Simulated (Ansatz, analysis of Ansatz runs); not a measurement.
# Reproducing a measured charge-transition level: N on an O site in ZnO

Aim: the charge-transition level of the N on an O site in ZnO, to be set beside the measurement. Set-up: HSE06, 32-site cell, PBE lattice, 420 eV, k: the zone centre alone, random start of 0.1 A, relaxed with the hybrid. The model is a cell of 32 host atoms with 1 O taken out and 1 N put in. The level is the Fermi energy at which two charge states have equal formation energy, after a correction for the images of the charge. Exact exchange opens the gap, stiffens bonds and lessens the self-interaction error, at many times the cost.

Measured beforehand: (0/-1) level above the valence-band top: 1.4 eV (“Acceptors in ZnO”, 2015, McCluskey et al.). The runs below try to reproduce this.

Calculated with Ansatz 0.2.0; plane-wave PAW DFT, HSE06; relaxation of all atoms of a defect supercell.

Most raw output is cut from this account.

In doubt: the hybrid run may have settled on a false gap or state (step 3), so the values of those runs are not to be relied on.

## (1) The starting structure

The cell holds 32 atoms: 16 Zn, 15 O and 1 N. Cell: a = 6.559 Å, b = 6.559 Å, c = 10.587 Å, α = 90.0°, β = 90.0°, γ = 120.0°. It derives from ZnO (space group P6_3mc). Nearest the centre at fractional (0.667, 0.333, 0.440): N20 at 0.00 Å, Zn22 at 2.00 Å, Zn30 at 2.00 Å, Zn6 at 2.00 Å, Zn17 at 2.01 Å, O23 at 3.25 Å, O19 at 3.25 Å, O7 at 3.25 Å.

The host's primitive cell comes from a first run (plane-wave PAW DFT, PBE; relaxation of the host's cell and atoms): vectors of 3.280, 3.280 and 5.293 Å. That is 12.33 Å³ an atom, 3.6 % over the diffraction cell's volume. The supercell is built on it.

## (2) Relaxation, charge 0

Every later number rests on the structure around the defect, so the atoms are relaxed at the host's lattice first.

relax0/input.yaml reads:

```yaml
relax:
  f_tol: 0.02
  max_steps: 80
  random_displacement: { amplitude: 0.1, seed: 973 }
crystal:
  lattice:
    - [6.55904025, 0.0, 0.0]
    - [-3.27952012, 5.68029548, 0.0]
    - [0.0, 0.0, 10.58650121]
  atoms:
    - { symbol: Zn, position: [0.166666667, 0.333333333, 0.249983547] }
    - { symbol: Zn, position: [0.333333333, 0.166666667, -1.6453e-05] }
    - { symbol: O, position: [0.333333333, 0.166666667, 0.189521453] }
    - { symbol: O, position: [0.166666667, 0.333333333, 0.439521453] }
    - { symbol: Zn, position: [0.166666667, 0.333333333, 0.749983547] }
    - { symbol: Zn, position: [0.333333333, 0.166666667, 0.499983547] }
    - { symbol: O, position: [0.333333333, 0.166666667, 0.689521453] }
    - { symbol: O, position: [0.166666667, 0.333333333, 0.939521453] }
    - { symbol: Zn, position: [0.166666667, 0.833333333, 0.249983547] }
    - { symbol: Zn, position: [0.333333333, 0.666666667, -1.6453e-05] }
    - { symbol: O, position: [0.333333333, 0.666666667, 0.189521453] }
    - { symbol: O, position: [0.166666667, 0.833333333, 0.439521453] }
    - { symbol: Zn, position: [0.166666667, 0.833333333, 0.749983547] }
    - { symbol: Zn, position: [0.333333333, 0.666666667, 0.499983547] }
    - { symbol: O, position: [0.333333333, 0.666666667, 0.689521453] }
    - { symbol: O, position: [0.166666667, 0.833333333, 0.939521453] }
    - { symbol: Zn, position: [0.666666667, 0.333333333, 0.249983547] }
    - { symbol: Zn, position: [0.833333333, 0.166666667, -1.6453e-05] }
    - { symbol: O, position: [0.833333333, 0.166666667, 0.189521453] }
    - { symbol: "N", position: [0.666666667, 0.333333333, 0.439521453] }
    - { symbol: Zn, position: [0.666666667, 0.333333333, 0.749983547] }
    - { symbol: Zn, position: [0.833333333, 0.166666667, 0.499983547] }
    - { symbol: O, position: [0.833333333, 0.166666667, 0.689521453] }
    - { symbol: O, position: [0.666666667, 0.333333333, 0.939521453] }
    - { symbol: Zn, position: [0.666666667, 0.833333333, 0.249983547] }
    - { symbol: Zn, position: [0.833333333, 0.666666667, -1.6453e-05] }
    - { symbol: O, position: [0.833333333, 0.666666667, 0.189521453] }
    - { symbol: O, position: [0.666666667, 0.833333333, 0.439521453] }
    - { symbol: Zn, position: [0.666666667, 0.833333333, 0.749983547] }
    - { symbol: Zn, position: [0.833333333, 0.666666667, 0.499983547] }
    - { symbol: O, position: [0.833333333, 0.666666667, 0.689521453] }
    - { symbol: O, position: [0.666666667, 0.833333333, 0.939521453] }
  host:
    repeats: [2, 2, 2]
    atoms:
      - { symbol: Zn, position: [0.333333333, 0.666666667, 0.499967094] }
      - { symbol: Zn, position: [0.666666667, 0.333333333, -3.2906e-05] }
      - { symbol: O, position: [0.666666667, 0.333333333, 0.379042906] }
      - { symbol: O, position: [0.333333333, 0.666666667, 0.879042906] }
basis:
  ecutwfc: 420
  xc_grid: 2
hamiltonian:
  xc: hse06
kpoints:
  mp_grid: { grid: [1, 1, 1] }
magnetization:
  spin_polarized: true
  initial_magnetization: 1
  spin_locking: { lock_magnetization: hard }
scf:
  occupations: { method: fermi_dirac, width: 0.01 }
  max_iter: 120
output:
  forces: true
  charged_corrections:
    epsilon: [5.21, 5.21, 5.27]
    static_epsilon: [10.56, 10.56, 11.59]
    defect_position: [0.666667, 0.333333, 0.439521]
  eigenvalues: true
checkpoint:
  write: "../relax0.run"
  compress: false
  write_wavefunctions: true
  write_every: 100000
```

Started as:

```bash
> ansatz run input.yaml --threads 32 --pin off --max-ram 84787MiB --backend cuda --events-out ev --progress --plain --runs-dir out --max-vram 78GiB
```

It took 26 s on 1 × NVIDIA GB200 with 32 threads of Arm Neoverse V2, shared host; peak memory 1.3 GiB; 81 s of CPU time.

Relaxation path:

```
step  energy less that of the first step (eV)  largest force component (eV/Å)
   1                                   0.0000                          2.3143
   2                                  -0.9162                          1.3423
   3                                  -1.4027                          0.5260
   4                                  -1.4967                          0.2830
   5                                  -1.5088                          0.1796
   6                                  -1.5184                          0.0640
   7                                  -1.5195                          0.0303
   8                                  -1.5195                          0.0211
   9                                  -1.5196                          0.0085
```

The atoms that moved most (Å, from the sites as typed, ahead of the random displacement, the mean shift of all atoms taken out):

```
atom      dx      dy      dz  length
 N20   0.000  -0.074  -0.048   0.088
Zn30   0.000   0.056   0.054   0.078
Zn22   0.004   0.050   0.023   0.055
 Zn6  -0.004   0.050   0.023   0.055
 O19   0.015  -0.011  -0.039   0.043
  O3  -0.015  -0.011  -0.039   0.043
Zn10   0.000   0.000   0.028   0.028
 O27   0.000   0.000  -0.026   0.026
```

Final coordinates:

```xyz
32
Lattice="6.5590 0.0000 0.0000 -3.2795 5.6803 0.0000 0.0000 0.0000 10.5865" Properties=species:S:1:pos:R:3 pbc="T T T"
Zn   -0.0077    1.8639    2.6591
Zn    1.6275    0.9189    0.0023
O     1.6167    0.9132    1.9751
O    -0.0077    1.8923    4.6537
Zn   -0.0077    1.8751    7.9698
Zn    1.6282    0.9744    5.3232
O     1.6149    0.9106    7.3172
O    -0.0077    1.8819    9.9483
Zn   -1.6576    4.7188    2.6495
Zn   -0.0077    3.7638    0.0353
O    -0.0077    3.7713    2.0289
O    -1.6689    4.7148    4.6618
Zn   -1.6425    4.7048    7.9673
Zn   -0.0076    3.7718    5.3074
O    -0.0077    3.7665    7.2873
O    -1.6446    4.6996    9.9455
Zn    3.2719    1.8685    2.6496
Zn    4.9163    0.9190    0.0023
O     4.9270    0.9132    1.9751
N     3.2718    1.7971    4.6124
Zn    3.2718    1.8463    7.9483
Zn    4.9154    0.9745    5.3232
O     4.9289    0.9106    7.3171
O     3.2718    1.8611    9.9324
Zn    1.6423    4.7188    2.6495
Zn    3.2718    3.7539    0.0056
O     3.2718    3.7647    1.9872
O     1.6536    4.7149    4.6618
Zn    1.6272    4.7049    7.9673
Zn    3.2718    3.8202    5.3541
O     3.2718    3.7516    7.3074
O     1.6293    4.6996    9.9454
```

Neighbours of N20 at the end:

```
atom  distance (Å)
Zn17         1.964
Zn22         1.971
 Zn6         1.971
Zn30         2.155
 O28         3.224
 O12         3.224
  O3         3.237
 O19         3.237
 O27         3.281
  O4         3.281
 O23         3.293
  O7         3.294
```

This step gave:

| Property | Result |
| --- | --- |
| free energy | -61996.1007 eV |
| total moment | 1 μB |
| integral of the absolute spin density | 1.196 μB |
| spin contamination | 0.007693 |

The relaxation ends 47 meV an atom lower than the displaced start, with a largest force component of 0.0085 eV/Å.

## (3) Relaxation, charge −1

The input displaces the atoms at random before the relaxation, so that it can leave a symmetric saddle if there is one.

relax1/input.yaml, as its differences from relax0/input.yaml of step 2:

```diff
@@ -49,2 +49,3 @@
       - { symbol: O, position: [0.333333333, 0.666666667, 0.879042906] }
+total_charge: -1
 basis:
@@ -56,6 +57,2 @@
   mp_grid: { grid: [1, 1, 1] }
-magnetization:
-  spin_polarized: true
-  initial_magnetization: 1
-  spin_locking: { lock_magnetization: hard }
 scf:
@@ -71,3 +68,3 @@
 checkpoint:
-  write: "../relax0.run"
+  write: "../relax1.run"
   compress: false
```

Run time: 15 s. Hardware: 1 × NVIDIA GB200 with 32 threads; peak memory 1.3 GiB.

Relaxation path:

```
step  energy less that of the first step (eV)  largest force component (eV/Å)
   1                                   0.0000                          2.4470
   2                                  -1.3779                          1.4862
   3                                  -2.0891                          0.2130
   4                                  -2.1031                          0.0819
   5                                  -2.1050                          0.0132
   6                                  -2.1050                          0.0132
```

The atoms that moved most (Å, from the sites as typed, ahead of the random displacement, the mean shift of all atoms taken out):

```
atom      dx      dy      dz  length
Zn17   0.000   0.000   0.129   0.129
Zn30   0.000  -0.062  -0.009   0.062
 Zn6   0.053   0.030  -0.009   0.062
Zn22  -0.053   0.031  -0.009   0.062
Zn21   0.000   0.000  -0.053   0.053
 N20   0.000   0.000   0.048   0.048
  O3  -0.011  -0.007  -0.043   0.045
 O19   0.010  -0.006  -0.043   0.045
```

Final coordinates:

```xyz
32
Lattice="6.5590 0.0000 0.0000 -3.2795 5.6803 0.0000 0.0000 0.0000 10.5865" Properties=species:S:1:pos:R:3 pbc="T T T"
Zn   -0.0078    1.8533    2.6788
Zn    1.6384    0.9280    0.0075
O     1.6213    0.9176    1.9703
O    -0.0075    1.8675    4.6440
Zn   -0.0076    1.8733    7.9479
Zn    1.6853    0.9546    5.2915
O     1.6124    0.9128    7.3391
O    -0.0081    1.8836    9.9459
Zn   -1.6625    4.7194    2.6788
Zn   -0.0078    3.7644    0.0418
O    -0.0075    3.7641    2.0200
O    -1.6503    4.7125    4.6440
Zn   -1.6452    4.7099    7.9479
Zn   -0.0071    3.7644    5.2637
O    -0.0072    3.7645    7.2766
O    -1.6366    4.7046    9.9457
Zn    3.2717    1.8704    2.7827
Zn    4.9043    0.9283    0.0077
O     4.9218    0.9180    1.9706
N     3.2717    1.8706    4.7087
Zn    3.2718    1.8709    7.8936
Zn    4.8586    0.9549    5.2912
O     4.9314    0.9130    7.3390
O     3.2715    1.8709    9.9089
Zn    1.6472    4.7195    2.6786
Zn    3.2717    3.7566    0.0076
O     3.2719    3.7759    1.9706
O     1.6357    4.7129    4.6437
Zn    1.6305    4.7102    7.9479
Zn    3.2720    3.7026    5.2912
O     3.2720    3.7869    7.3390
O     1.6210    4.7049    9.9459
```

Neighbours of N20 at the end:

```
atom  distance (Å)
 Zn6         1.922
Zn30         1.922
Zn22         1.922
Zn17         1.926
Zn21         3.185
  O7         3.254
 O23         3.254
 O31         3.254
  O4         3.280
 O12         3.280
 O28         3.280
```

This step gave:

```
free energy : -61988.8352 eV
```

The relaxation ends 66 meV an atom lower than the displaced start, with a largest force component of 0.013 eV/Å.

## (4) Charge-transition levels

A charged cell feels its images and has its own zero of potential; this step corrects both and places the level between the host's band edges.

This step: place-levels on HSE06 runs: charge-transition levels with image-charge correction and potential alignment at the atomic sites.

levels.yaml reads:

```yaml
host:
  run: host.relax.run
states: [relax0.run, relax1.run]
```

Started as:

```bash
> ansatz place-levels levels.yaml -- --threads 32 --pin off --max-ram 84787MiB --backend cuda --max-vram 78GiB
```

Elapsed: 0.06 s, on 32 threads.

Read from the output:

| Property | Result |
| --- | --- |
| gap | 2.451 eV |

## (5) What came out

```
static dielectric constant used         : 10.9
band gap of the host                    : 2.45 eV
(0/-1) level above the valence-band top : 1.91 eV
time of the whole chain                 : 99 s on 32 threads and a graphics card
```

**Reading.** (0/-1) level above the valence-band top: computed 1.91 eV, measured 1.4 eV; 0.51 eV above the measurement. The level is counted in a gap of 2.45 eV, and the correction is screened by a dielectric constant of 10.9 from a linear-response run on the host (PBE). Limits: the zone centre alone is a coarse sampling for this cell; the periodic copies of the defect are only 6.6 Å apart.

[Logs are printed without paths, hosts, clocks, repeated set-up lines and the standing remarks that a program may print on its own settings, such as how far it seeks lower states.]

[Hosts, paths, dates, database ids (printed as entryN), source tags and the programs' standing remarks are cut or masked in the printed files.]

[For some hosts the program warned that the k-mesh of the response run may be too coarse for force constants and the static dielectric constant; such warnings are not shown here.]
